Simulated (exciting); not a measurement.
BiPbO2F, space group Cm, F K edge of atom 3, with 3 Bi at 2.63 Å, 2 Pb at 3.22 Å and 1 Pb at 3.34 Å (distorted octahedral, site symmetry m); the tensor is averaged over the atoms equivalent by symmetry. Method: exciting, all-electron LAPW+lo, LDA, exchange and screened direct term (singlet BSE), 4×4×2 shifted k points, 32 conduction bands, |G+q| up to 3 bohr⁻¹, full RPA screening with nempty = 60, Lorentzian half width 0.45 eV.

```xyz
5
Lattice="3.4623 -2.0043 0.0000 3.4623 2.0043 0.0000 -0.1111 0.0000 6.5107" Properties=species:S:1:pos:R:3 pbc="T T T"
Bi    4.8271    0.0000    1.9008
Pb    2.5351    0.0000    4.8504
F     0.2199    0.0000    0.6414
O     4.8319    0.0000    4.1171
O     2.5238    0.0000    2.4836
```

Energy from the Kohn–Sham onset, core level to the lowest empty state found on the meshes used; scaled to the maximum of the polarisation mean:

```
E (eV)  curve 1  curve 2  curve 3
  -4.0     0.02     0.02     0.02
  -3.5     0.03     0.03     0.03
  -3.0     0.03     0.03     0.04
  -2.5     0.04     0.05     0.05
  -2.0     0.06     0.06     0.08
  -1.5     0.09     0.09     0.13
  -1.0     0.15     0.16     0.25
  -0.5     0.31     0.33     0.63
   0.0     0.76     0.81     1.14
   0.5     1.04     1.06     0.78
   1.0     0.96     0.98     0.74
   1.5     0.85     0.88     0.61
   2.0     0.73     0.71     0.50
   2.5     0.48     0.45     0.43
   3.0     0.33     0.33     0.38
   3.5     0.23     0.22     0.28
   4.0     0.18     0.18     0.16
   4.5     0.11     0.11     0.10
   5.0     0.09     0.09     0.10
   5.5     0.11     0.11     0.14
   6.0     0.15     0.15     0.19
   6.5     0.14     0.13     0.13
   7.0     0.15     0.14     0.13
   7.5     0.20     0.19     0.17
   8.0     0.25     0.22     0.23
   8.5     0.32     0.29     0.33
   9.0     0.36     0.32     0.53
   9.5     0.36     0.36     0.65
  10.0     0.36     0.35     0.55
  10.5     0.38     0.37     0.52
  11.0     0.40     0.42     0.47
  11.5     0.42     0.46     0.43
  12.0     0.46     0.51     0.35
  12.5     0.49     0.52     0.30
  13.0     0.38     0.40     0.24
  13.5     0.32     0.32     0.18
  14.0     0.32     0.31     0.18
  14.5     0.35     0.34     0.22
  15.0     0.30     0.27     0.27
  15.5     0.24     0.24     0.25
  16.0     0.18     0.19     0.21
  16.5     0.17     0.19     0.24
  17.0     0.20     0.21     0.24
  17.5     0.23     0.23     0.17
  18.0     0.24     0.25     0.14
  18.5     0.22     0.23     0.13
  19.0     0.20     0.19     0.12
  19.5     0.18     0.16     0.10
```

Q: The curves are the diagonal elements of Im ε for ε ∥ x, ∥ y and ∥ z. Which is which?

Curve 1: ε ∥ x, maxima 0.4 eV (1.04), 9.3 eV (0.38) and 12.4 eV (0.50); 2 lower ones aren't listed. Curve 2: ε ∥ y, maxima 0.3 eV (1.08), 12.3 eV (0.55) and 14.4 eV (0.35); 1 lower ones aren't listed. Curve 3: ε ∥ z, maxima -0.1 eV (1.15), 1.0 eV (0.74) and 9.4 eV (0.67); 3 lower ones aren't listed. A K edge probes the empty p states along ε, which follow the bonds' lengths and directions.

[Banner, clock and machine lines of the logs are left out without a mark of their own.]

[Logs are printed without paths, hosts, clocks, repeated set-up lines and the standing remarks that a program may print on its own settings, such as how far it seeks lower states.]

[Hosts, paths, dates, database ids (printed as entryN), source tags and the programs' standing remarks are cut or masked in the printed files.]
